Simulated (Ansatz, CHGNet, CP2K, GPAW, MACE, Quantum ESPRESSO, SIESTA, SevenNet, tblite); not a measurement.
**Other levels on random rock-salt alloy of NbC and TiC (64 atoms)**

The cell holds 64 atoms: 28 Ti, 32 C and 4 Nb. Its edges and angles: a = 8.692 Å, b = 8.692 Å, c = 8.692 Å, α = 90.0°, β = 90.0°, γ = 90.0°. It derives from NbC (rock-salt), repeated 2×2×2. Rock-salt NbC, 2 x 2 x 2 conventional cells, 28 of 32 Nb sites given to Ti at random (x = 0.875), lattice by Vegard's rule (a = 4.346 Å); not relaxed, displaced by a Gaussian of 0.02 Å. Then every atom was moved at random, 0.02 Å r.m.s. a Cartesian component.

Geometry: as built.

The reference, a calculation:

```
method                 : Kohn-Sham DFT, PBE, SSSP efficiency 1.3.0 pseudopotentials, plane waves (Quantum ESPRESSO 7.5); sssp-pbe-1.3.0-efficiency, cutoffs 45/360 Ry, Γ point
r.m.s. force component : 0.5088 eV/Å
longest force          : 1.728 eV/Å
pressure               : 1.386 GPa
time                   : 3 min on 2 MPI ranks of Arm Neoverse V2, shared host
CPU time               : 6 min
```

**Question.** The same geometry is run in other programs. How far does each lie from the reference, and what does it cost?
- CP2K PBE, SZV-MOLOPT-SR, 800/50 Ry, diagonalisation (CP2K 2026.2; 2 threads)
- SIESTA PBE, DZP, shift 0.01 Ry, mesh 500 Ry (SIESTA 5.4.2; 2 MPI ranks)
- GPAW PBE, LCAO dzp, h 0.28 Å (GPAW 26.7.0; 1 thread)
- CHGNet 0.3.0 potential (CHGNet 0.3.0; 1 thread)
- QE PBE, sg15-1.2, 80/320 Ry (Quantum ESPRESSO 7.5; 4 MPI ranks)
- SIESTA PBE, TZP, shift 0.01 Ry, mesh 500 Ry (SIESTA 5.4.2; 4 MPI ranks)
- SIESTA PBE, SZP, shift 0.01 Ry, mesh 500 Ry (SIESTA 5.4.2; 2 MPI ranks)
- SIESTA PBE, DZP, shift 0.001 Ry, mesh 500 Ry (SIESTA 5.4.2; 4 MPI ranks)
- SIESTA PBE, SZ, shift 0.01 Ry, mesh 500 Ry (SIESTA 5.4.2; 1 thread)
- SevenNet 0 potential (SevenNet 0; 1 thread)

Differences are against the plane-wave reference, forces as r.m.s. over components; share is that over the reference's r.m.s. force, slope the least-squares factor from reference forces to these. Total energies of different programs have different zeros and aren't compared.

| run | Δ force, r.m.s. (meV/Å) | share (%) | slope | Δ pressure (GPa) | cores | CPU time | memory (GiB) |
| --- | --- | --- | --- | --- | --- | --- | --- |
| reference | - | - | - | - | 2 | 6 min | 1.4 |
| CP2K PBE, SZV-MOLOPT-SR, 800/50 Ry, diagonalisation (coarse) | 210 | 41.3 | 0.977 | -17.3 | 2 | 4.3 min | 2.4 |
| SIESTA PBE, DZP, shift 0.01 Ry, mesh 500 Ry | 54.0 | 10.6 | 1.035 | -0.935 | 2 | 10 min | 2.0 |
| GPAW PBE, LCAO dzp, h 0.28 Å (coarse) | 48.4 | 9.51 | 1.079 | - | 1 | 6.2 min | 0.86 |
| CHGNet 0.3.0 potential | 226 | 44.5 | 0.754 | 2.90 | 1 | 3.2 s | 0.96 |
| QE PBE, sg15-1.2, 80/320 Ry | 4.91 | 0.965 | 1.000 | 0.088 | 4 | 7.4 min | 1.4 |
| SIESTA PBE, TZP, shift 0.01 Ry, mesh 500 Ry | 47.0 | 9.23 | 1.023 | -1.75 | 4 | 15 min | 2.9 |
| SIESTA PBE, SZP, shift 0.01 Ry, mesh 500 Ry (coarse) | 87 | 17.1 | 1.079 | -0.426 | 2 | 7.3 min | 1.8 |
| SIESTA PBE, DZP, shift 0.001 Ry, mesh 500 Ry | 54.9 | 10.8 | 1.069 | 1.24 | 4 | 44 min | 4.0 |
| SIESTA PBE, SZ, shift 0.01 Ry, mesh 500 Ry (coarse) | 223 | 43.8 | 1.198 | -13.9 | 1 | 2.5 min | 0.88 |
| SevenNet 0 potential | 191 | 37.6 | 0.784 | 2.19 | 1 | 7 s | 0.98 |

Rows marked coarse were listed beforehand as settings not expected to be converged; some can still land near the reference.

Times of the machine-learned potentials are mostly Python's start and the loading of weights.

CPU time is summed over cores on a shared host, where runs went side by side, so it is rough. Symmetry, cutoffs, thresholds, outputs and thread counts weren't matched or tuned between programs; memory under MPI is the largest rank's times the ranks.

PBE on plane waves or a grid with other potentials, cutoffs or grids, coarse settings apart, differs from the reference by 0.96 % (QE PBE, sg15-1.2, 80/320 Ry) of the r.m.s. force; this holds the reference's own error, so differences of a few per cent don't tell which side is nearer the exact PBE result. The PBE runs in local orbitals, coarse settings apart, differ by 9.2 % (SIESTA PBE, TZP, shift 0.01 Ry, mesh 500 Ry) to 11 % (SIESTA PBE, DZP, shift 0.001 Ry, mesh 500 Ry); basis, grid and potentials can all enter. Machine-learned potentials differ by 38 % (SevenNet 0 potential) to 45 % (CHGNet 0.3.0 potential); they were trained on other programs' data. The reference samples few k-points for this cell, and its sampling error, which other DFT runs on the same mesh share, can be part of so large a difference. Among those trained on PBE data the slope goes as low as 0.75, with a correlation of 0.90, so directions differ as well as sizes. Runs with settings chosen to be coarse differ by 9.5 % (GPAW PBE, LCAO dzp, h 0.28 Å) to 44 % (SIESTA PBE, SZ, shift 0.01 Ry, mesh 500 Ry), their programs' other errors included. Machine-learned potentials mimic data converged in k, so the reference's own k-point error enters their differences. The electronic-structure runs sample only Γ, in a cell whose shortest periodic width is 9 Å, which is coarse for a cell with partly filled levels.

[Logs are printed without paths, hosts, clocks, repeated set-up lines and the standing remarks that a program may print on its own settings, such as how far it seeks lower states.]

[Hosts, paths, dates, database ids (printed as entryN), source tags and the programs' standing remarks are cut or masked in the printed files.]
